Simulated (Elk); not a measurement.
## Optical response of TaN

Aim: the dielectric function of TaN, and the optical constants that follow from it.

Method: DFT, LDA, all-electron APW+lo, Dirac cores, scalar-relativistic bands, independent-particle optical response without local fields, in Elk 11.2.3 (patched build).

## (1) The starting structure

It takes space group Fm-3m (No. 225, cubic). The conventional cell has a = 4.358 Å, b = 4.358 Å, c = 4.358 Å, α = 90.00°, β = 90.00°, γ = 90.00°. Ta has 6 N at 2.18 Å nearest. Nearest to N lie 6 Ta at 2.18 Å. Farther neighbours, and contacts between anions beyond the nearest, are not listed.

Coordinates:

```cif
data_structure
_symmetry_space_group_name_H-M 'Fm-3m'
_symmetry_Int_Tables_number 225
_cell_length_a 4.3580
_cell_length_b 4.3580
_cell_length_c 4.3580
_cell_angle_alpha 90.000
_cell_angle_beta 90.000
_cell_angle_gamma 90.000
_cell_volume 82.77
loop_
_atom_site_label
_atom_site_type_symbol
_atom_site_symmetry_multiplicity
_atom_site_Wyckoff_symbol
_atom_site_fract_x
_atom_site_fract_y
_atom_site_fract_z
_atom_site_occupancy
Ta1 Ta 4 b 0.50000 0.00000 0.00000 1
N1 N 4 a 0.00000 0.00000 0.00000 1
```

## (2) Ground state

The self-consistent density comes first; it also tells whether there is a gap, which decides the occupations and the need for a Drude term.

This step: DFT, LDA, all-electron APW+lo, Dirac cores, scalar-relativistic bands, ground state (Elk 11.2.3 (patched build)).

Contents of elk.in:

```
tasks
  0
  120

xctype
  3

nempty
  12

lorbcnd
  .true.

rgkmax
  7.0

swidth
  0.0018375

maxscl
  100

epsengy
  1e-05

sppath
  './'

avec
  0.000000000000 4.117713225560 4.117713225560
  4.117713225560 0.000000000000 4.117713225560
  4.117713225560 4.117713225560 0.000000000000

atoms
  2
  'Ta.in'
  1
  0.500000000000 0.500000000000 0.500000000000   0.000 0.000 0.000
  'N.in'
  1
  0.000000000000 0.000000000000 0.000000000000   0.000 0.000 0.000

ngridk
  12 12 12
```

The run is started by

```bash
$ OMP_NUM_THREADS=4 elk
```

The program printed:

```text
┌─────────────────────────┐
│ Elk code version 11.2.3 │
└─────────────────────────┘

All units are atomic (Hartree, Bohr, etc.)

┌─────────────────────────────────────────────────┐
│ Ground-state run starting from atomic densities │
└─────────────────────────────────────────────────┘

Lattice vectors :
   0.000000000       4.117713226       4.117713226
   4.117713226       0.000000000       4.117713226
   4.117713226       4.117713226       0.000000000

Reciprocal lattice vectors :
 -0.7629459560      0.7629459560      0.7629459560
  0.7629459560     -0.7629459560      0.7629459560
  0.7629459560      0.7629459560     -0.7629459560

Unit cell volume      :    139.6362855
Brillouin zone volume :    1.776402262

Muffin-tin inner radius fraction :   0.1000000000E-01

Nuclei treated as point charges

Species : 1 (Ta)
 parameters loaded from : Ta.in
 name : tantalum
 nuclear charge    :   -73.00000000
 electronic charge :    73.00000000
 atomic mass :    329847.8435
 muffin-tin radius :    2.475999355
 number of radial points in muffin-tin :    697
 inner part over the whole radius :   0.9808255783E-02
 number on inner part of muffin-tin    :    498
 approximate nuclear radius :   0.1005189763E-03
 number of mesh points to nuclear radius :    262
 atomic positions (lattice), magnetic fields (Cartesian) :
  1 :   0.00000000  0.00000000  0.00000000    0.00000000  0.00000000  0.00000000

Species : 2 (N)
 parameters loaded from : N.in
 name : nitrogen
 nuclear charge    :   -7.000000000
 electronic charge :    7.000000000
 atomic mass :    25532.65216
 muffin-tin radius :    1.591713871
 number of radial points in muffin-tin :    297
 inner part over the whole radius :   0.9815181303E-02
 number on inner part of muffin-tin    :    203
 approximate nuclear radius :   0.4939692610E-04
 number of mesh points to nuclear radius :     86
 atomic positions (lattice), magnetic fields (Cartesian) :
  1 :   0.50000000  0.50000000  0.50000000    0.00000000  0.00000000  0.00000000

Total number of atoms per unit cell :    2
Total muffin-tin volume :    80.47497808
 ratio of muffin-tin to unit cell volume :   0.5763185249

Spin treatment :
 spin-unpolarised

Number of Bravais lattice symmetries :   48
Number of crystal symmetries         :   48
Crystal has inversion symmetry
Real symmetric eigensolver will be used

k-point grid :     12    12    12
k-point offset :    0.000000000       0.000000000       0.000000000
k-point set is reduced with full crystal symmetry group
Total number of k-points :       72

Muffin-tin radius times maximum |G+k| :    7.000000000
 using average radius
Maximum |G+k| for APW functions       :    3.441737218
Maximum (1/2)|G+k|²                   :    5.922777538
Maximum |G| for potential and density :    12.00000000
Constant for pseudocharge density :    7
 order of it for each species :   14  14
 order of it for pair densities of each species (exact exchange by exxq0 0: 14) :   14   4
Radial integration step length :    1

G-vector grid sizes :     24    24    24
Number of G-vectors :     4015

Maximum angular momentum used for
 APW functions            :    8
 outer part of muffin-tin :    6
 inner part of muffin-tin :    2

Total nuclear charge    :   -80.00000000
Total core charge       :    48.00000000
Total valence charge    :    32.00000000
Total excess charge     :    0.000000000
Total electronic charge :    80.00000000

Effective Wigner radius, rₛ :   0.7469185242

Number of empty states         :     24
Total number of valence states :     41
Total number of core states    :     48

Conduction state local-orbitals added automatically
Third-order local-orbitals added for an l without core states : F
Total number of local-orbitals :    130

Exchange-correlation functional :      3     0     0
 Perdew-Wang/Ceperley-Alder, Phys. Rev. B 45, 13244 (1992)
 gradient requirement :    0
 local density approximation (LDA)

Smearing type :    3
 Fermi-Dirac
Smearing width :   0.1837500000E-02
Effective electronic temperature (K) :    580.2366081

Mixing type :    3
 Broyden mixing, J. Phys. A: Math. Gen. 17, L317 (1984)

Kohn-Sham potential initialised from atomic data

┌──────────────────────────────┐
│ Self-consistent loop started │
└──────────────────────────────┘

┌─────────────────┐
│ Loop number : 1 │
└─────────────────┘

Energies :
 Fermi                       :     0.413144
 sum of occupied eigenvalues :     -9576.6466403618
 electron kinetic            :      17574.770125294
 core electron kinetic       :      16979.497809945
 Coulomb                     :     -32931.682084263
 Coulomb potential           :     -26741.584197001
 nuclear-nuclear             :     -1564.6485399175
 electron-nuclear            :     -36026.110706460
 Hartree                     :      4659.0771621136
 Madelung                    :     -19560.889985763
 xc potential                :     -409.83256865440
 exchange                    :     -306.78167765786
 correlation                 :     -8.033202
 electron entropic           :    -0.242742E-03
 total energy                :     -15671.727081854

Density of states at Fermi energy :    22.03782264
 (states/Hartree/unit cell)

Estimated indirect band gap :   0.1074733839E-02
 from k-point 15 to k-point 34
Estimated direct band gap   :   0.2184462213E-01
 at k-point 44

Charges :
 core                        :    48.00000000
 valence                     :    32.00000000
 interstitial                :    2.842619775
 muffin-tins (core leakage)
  species : 1 (Ta)
   atom 1                    :    70.48553527     ( -0.2472523676E-05)
  species : 2 (N)
   atom 1                    :    6.671844958     ( -0.2447279867E-05)
 total in muffin-tins        :    77.15738022
 total calculated charge     :    79.99917789
 total charge                :    80.00000000
 error                       :   0.8221124789E-03

┌─────────────────┐
│ Loop number : 2 │
└─────────────────┘

Energies :
 Fermi                       :     0.414569
 sum of occupied eigenvalues :     -9576.7120073185
 electron kinetic            :      17574.522409458
 core electron kinetic       :      16979.413202578
 Coulomb                     :     -32931.903218560
 Coulomb potential           :     -26741.309165027
 nuclear-nuclear             :     -1564.6485399175
 electron-nuclear            :     -36026.827972678
 Hartree                     :      4659.5732940349
 Madelung                    :     -19561.248636046
 xc potential                :     -409.92525174887
 exchange                    :     -306.78637609228
 correlation                 :     -8.033161
 electron entropic           :    -0.250412E-03
 total energy                :     -15672.200596885

Density of states at Fermi energy :    22.94973953
 (states/Hartree/unit cell)

Estimated indirect band gap :   0.1428461818E-02
 from k-point 15 to k-point 34
Estimated direct band gap   :   0.2172138956E-01
 at k-point 44

Charges :
 core                        :    48.00000000
 valence                     :    32.00000000
 interstitial                :    2.846834455
 muffin-tins (core leakage)
  species : 1 (Ta)
   atom 1                    :    70.49963477     ( -0.2477770444E-05)
  species : 2 (N)
   atom 1                    :    6.653530778     ( -0.2444478568E-05)
 total in muffin-tins        :    77.15316554
 total calculated charge     :    79.99918435
 total charge                :    80.00000000
 error                       :   0.8156452497E-03

RMS change in Kohn-Sham potential (target) :   0.3297515559     (  0.1000000000E-05)
Absolute change in total energy (target)   :   0.4735150312     (  0.1000000000E-04)

[... 13 loops left out ...]

┌──────────────────┐
│ Loop number : 16 │
└──────────────────┘

Energies :
 Fermi                       :     0.583153
 sum of occupied eigenvalues :     -9568.4519461825
 electron kinetic            :      17581.084138242
 core electron kinetic       :      16980.346855577
 Coulomb                     :     -32937.515662995
 Coulomb potential           :     -26731.570507762
 nuclear-nuclear             :     -1564.6485399175
 electron-nuclear            :     -36047.961433384
 Hartree                     :      4675.0943103061
 Madelung                    :     -19571.730409114
 xc potential                :     -417.96557666225
 exchange                    :     -306.90844196017
 correlation                 :     -8.032099
 electron entropic           :    -0.334509E-03
 total energy                :     -15671.372400254

Density of states at Fermi energy :    31.05035619
 (states/Hartree/unit cell)

Estimated indirect band gap :   0.5629317524E-03
 from k-point 26 to k-point 70
Estimated direct band gap   :   0.2018678072E-02
 at k-point 10

Charges :
 core                        :    48.00000000
 valence                     :    32.00000000
 interstitial                :    2.951098563
 muffin-tins (core leakage)
  species : 1 (Ta)
   atom 1                    :    71.03598957     ( -0.2629690954E-05)
  species : 2 (N)
   atom 1                    :    6.012911870     ( -0.2418525095E-05)
 total in muffin-tins        :    77.04890144
 total calculated charge     :    79.99940961
 total charge                :    80.00000000
 error                       :   0.5903924959E-03

RMS change in Kohn-Sham potential (target) :   0.8853514358E-07 (  0.1000000000E-05)
Absolute change in total energy (target)   :   0.3808654583E-05 (  0.1000000000E-04)

Convergence targets achieved

┌──────────────────┐
│ Loop number : 17 │
└──────────────────┘

Energies :
 Fermi                       :     0.583153
 sum of occupied eigenvalues :     -9568.4519514486
 electron kinetic            :      17581.084132261
 core electron kinetic       :      16980.346851923
 Coulomb                     :     -32937.515661170
 Coulomb potential           :     -26731.570507978
 nuclear-nuclear             :     -1564.6485399175
 electron-nuclear            :     -36047.961429267
 Hartree                     :      4675.0943080146
 Madelung                    :     -19571.730407181
 xc potential                :     -417.96557573181
 exchange                    :     -306.90844190420
 correlation                 :     -8.032099
 electron entropic           :    -0.334509E-03
 total energy                :     -15671.372404353

Density of states at Fermi energy :    31.05035666
 (states/Hartree/unit cell)

Estimated indirect band gap :   0.5629380179E-03
 from k-point 26 to k-point 70
Estimated direct band gap   :   0.2018679608E-02
 at k-point 10

Charges :
 core                        :    48.00000000
 valence                     :    32.00000000
 interstitial                :    2.951098686
 muffin-tins (core leakage)
  species : 1 (Ta)
   atom 1                    :    71.03598938     ( -0.2629689860E-05)
  species : 2 (N)
   atom 1                    :    6.012911936     ( -0.2418525573E-05)
 total in muffin-tins        :    77.04890131
 total calculated charge     :    79.99940961
 total charge                :    80.00000000
 error                       :   0.5903926160E-03

┌──────────────────────────────┐
│ Self-consistent loop stopped │
└──────────────────────────────┘

Wrote STATE.OUT
```

It took 10 s on 4 threads of Arm Neoverse V1, shared host; peak memory 0.07 GiB.

Read from the output:

```
total energy           : -15671 Ha
Fermi energy           : 15.87 eV
DOS at the Fermi level : 1.141 states/eV/cell
```

There are states at the Fermi level within the smearing, so the occupations stay smeared and the carriers get a Drude term.

## (3) Independent particles

With the density converged, the vertical transitions are summed over the zone.

This step: DFT, LDA, all-electron APW+lo, Dirac cores, scalar-relativistic bands, independent-particle optical response without local fields (Elk 11.2.3 (patched build)).

elk.in, as its differences from that of step 2:

```diff
@@ -1,4 +1,9 @@
 tasks
-  0
-  120
+  121
+
+optcomp
+  1 1
+
+intraband
+  .true.
 
@@ -17,9 +22,7 @@
 swidth
-  0.0018375
+  0.0055124
 
-maxscl
-  100
-
-epsengy
-  1e-05
+wplot
+  400 100 0
+  0.0 0.58799
```

The run is started by

```bash
$ OMP_NUM_THREADS=4 elk
```

The program printed:

```text
┌─────────────────────────────────┐
│ Elk code version 11.2.3 started │
└─────────────────────────────────┘

┌────────────────────┐
│ Current task : 121 │
└────────────────────┘
Info(checkmt): changed muffin-tin radius of species 1 (Ta) from   2.8000 to   2.4760
Info(checkmt): changed muffin-tin radius of species 2 (N) from   1.8000 to   1.5917

Info(findsymcrys): atomic basis shift (lattice) :
  0.5000000000      0.5000000000      0.5000000000
See GEOMETRY.OUT for new atomic positions

Info(dielectric):
 dielectric tensor written to EPSILON_ij.OUT
 optical conductivity written to SIGMA_ij.OUT
 plasma frequency written to PLASMA_ij.OUT
 for components
  i = 1, j = 1

┌──────────────────┐
│ Elk code stopped │
└──────────────────┘
```

It took 2.6 s on 4 threads; peak memory 0.04 GiB; 10 s of CPU time.

Numbers from this step:

- Drude plasma energy, first axis: 10.42 eV

Sum at mesh points, not converged in k. Table of Im ε, E ∥ x by photon energy; read off at these points:

| photon energy (eV) | Im ε, E ∥ x |
| --- | --- |
| 0.5 | 276 |
| 1.0 | 35.6 |
| 1.5 | 14.7 |
| 2.0 | 8.64 |
| 2.5 | 5.41 |
| 3.0 | 3.14 |
| 3.5 | 2.48 |
| 4.0 | 3.69 |
| 4.5 | 3.86 |
| 5.0 | 4.29 |
| 5.5 | 6.43 |
| 6.0 | 5.72 |
| 6.5 | 7.64 |
| 7.0 | 6.43 |
| 7.5 | 6.38 |
| 8.0 | 6.85 |
| 8.5 | 7.53 |
| 9.0 | 6.64 |
| 9.5 | 7.09 |
| 10.0 | 6.08 |
| 10.5 | 5.86 |
| 11.0 | 6.52 |
| 11.5 | 6.04 |
| 12.0 | 5.44 |
| 12.5 | 4.95 |
| 13.0 | 2.72 |
| 13.5 | 2.55 |
| 14.0 | 2.25 |
| 14.5 | 1.91 |
| 15.0 | 1.69 |
| 15.5 | 1.52 |

Values under 1 per cm are given as 1; sum at mesh points, not converged in k. The absorption coefficient, E ∥ x by photon energy:

```
photon energy (eV)  absorption coefficient, E ∥ x (1/cm)
              1.00                                 1.3e6
              2.00                                 1.2e6
              3.00                                 1.1e6
              4.00                                 7.7e5
              5.00                                 6.2e5
              6.00                                 9.0e5
              7.00                                 1.1e6
              8.00                                 1.3e6
              9.00                                 1.6e6
             10.00                                 1.9e6
             11.00                                 2.1e6
             12.00                                 2.7e6
             13.00                                 2.6e6
             14.00                                 2.1e6
             15.00                                 2.0e6
```

Sum at mesh points, not converged in k. The reflectivity at normal incidence, E ∥ x by photon energy; read off at these points:

photon energy (eV), reflectivity at normal incidence, E ∥ x (%) and a bar from the least value:
```
     0.50       96.6 ##############################
     1.00       96.4 ##############################
     1.50       94.8 #############################
     2.00       92.1 ############################
     2.50       90.9 ############################
     3.00       88.9 ###########################
     3.50       78.3 #######################
     4.00       48.6 ###########
     4.50       38.9 #######
     5.00       22.7 
     5.50       31.4 ####
     6.00       28.4 ##
     6.50       32.7 ####
     7.00       29.8 ###
     7.50       31.0 ###
     8.00       31.4 ####
     8.50       35.2 #####
     9.00       34.9 #####
     9.50       37.0 ######
    10.00       37.4 ######
    10.50       40.0 #######
    11.00       37.9 ######
    11.50       41.5 ########
    12.00       51.6 ############
    12.50       49.1 ###########
    13.00       57.9 ##############
    13.50       50.3 ###########
    14.00       44.0 #########
    14.24       51.7 ############
    14.50       42.6 ########
    14.80       48.1 ##########
    15.00       43.0 ########
    15.50       43.1 ########
```

The loss function −Im 1/ε at q → 0, E ∥ x has structure finer than the step of the table below, so its rows give means over 0.5 eV. Peaks (eV: height): 4.68: 0.347.

Sum at mesh points, not converged in k. Table of loss function −Im 1/ε at q → 0, E ∥ x by energy loss; means over each step:

| energy loss (eV) | loss function −Im 1/ε at q → 0, E ∥ x |
| --- | --- |
| 1.0 | 0.00153 |
| 1.5 | 0.00344 |
| 2.0 | 0.00774 |
| 2.5 | 0.0116 |
| 3.0 | 0.0188 |
| 3.5 | 0.0579 |
| 4.0 | 0.172 |
| 4.5 | 0.259 |
| 5.0 | 0.214 |
| 5.5 | 0.156 |
| 6.0 | 0.157 |
| 6.5 | 0.129 |
| 7.0 | 0.137 |
| 7.5 | 0.142 |
| 8.0 | 0.129 |
| 8.5 | 0.128 |
| 9.0 | 0.142 |
| 9.5 | 0.137 |
| 10.0 | 0.151 |
| 10.5 | 0.160 |
| 11.0 | 0.156 |
| 11.5 | 0.156 |
| 12.0 | 0.141 |
| 12.5 | 0.149 |
| 13.0 | 0.156 |
| 13.5 | 0.208 |
| 14.0 | 0.259 |
| 14.5 | 0.299 |
| 15.0 | 0.330 |
| 15.5 | 0.370 |

Optical constants at common wavelengths, from n + ik = √ε:

```
wavelength (nm)     n      k  R (%)     1/α
            800  0.88  7.832   94.6  8.1 nm
            633  0.74  6.019   92.5  8.4 nm
            532  0.83  5.167   89.0  8.2 nm
            450  0.54  4.077   88.6  8.8 nm
            405  0.40  3.514   88.7  9.2 nm
            308  0.99  1.893   47.6   13 nm
            248  1.76  1.218   22.7   16 nm
```

A polished face would reflect 90 % of daylight and look near white (CIE x = 0.315, y = 0.329 under D65).

## (4) Summary of results

| Item | Value |
| --- | --- |
| Drude plasma energy, first axis | 10.4 eV |

In words: At this level (LDA, independent particles) TaN is a metal with a Drude plasma energy of 10.4 eV. The mesh is too coarse to trust the carriers' weight, the reflectivity or the colour to better than tens of per cent. Along x the bare Drude plasma energy is 10.4 eV; Re ε first rises through zero at 4.70 eV, far lower, because interband transitions screen the carriers. Im ε is 2.9 there, so the loss peak at that energy is weak. A polished face would reflect 90 % of daylight and look near white (CIE x = 0.315, y = 0.329 under D65). The carriers' damping of 0.15 eV is typed, not computed; at 0.8 eV the carriers give 45 % of Im ε, the rest is interband. Spin-orbit coupling is left out although heavy atoms are present. The sum runs over mesh points 0.21 Å⁻¹ apart with no interpolation, so peaks are partly noise of the mesh, and the Drude plasma energy, a sum over the Fermi surface, isn't converged.

[Long decimals in the printed logs are rounded to 6 places.]

[Machine, clock and banner lines and Python warnings are left out of the logs.]

[Logs are printed without paths, hosts, clocks, repeated set-up lines and the standing remarks that a program may print on its own settings, such as how far it seeks lower states.]

[Hosts, paths, dates, database ids (printed as entryN), source tags and the programs' standing remarks are cut or masked in the printed files.]

[Where Elk ran, warnings of its patched build on accuracy (core leakage, angular cutoffs, spin-orbit splittings, empty states, lower magnetic states) are left out.]

[Where the starting crystal was built by hand or by swapping elements, it need not be the compound's stable phase.]

[The count of steps not shown may lack steps that the program refused or didn't finish.]
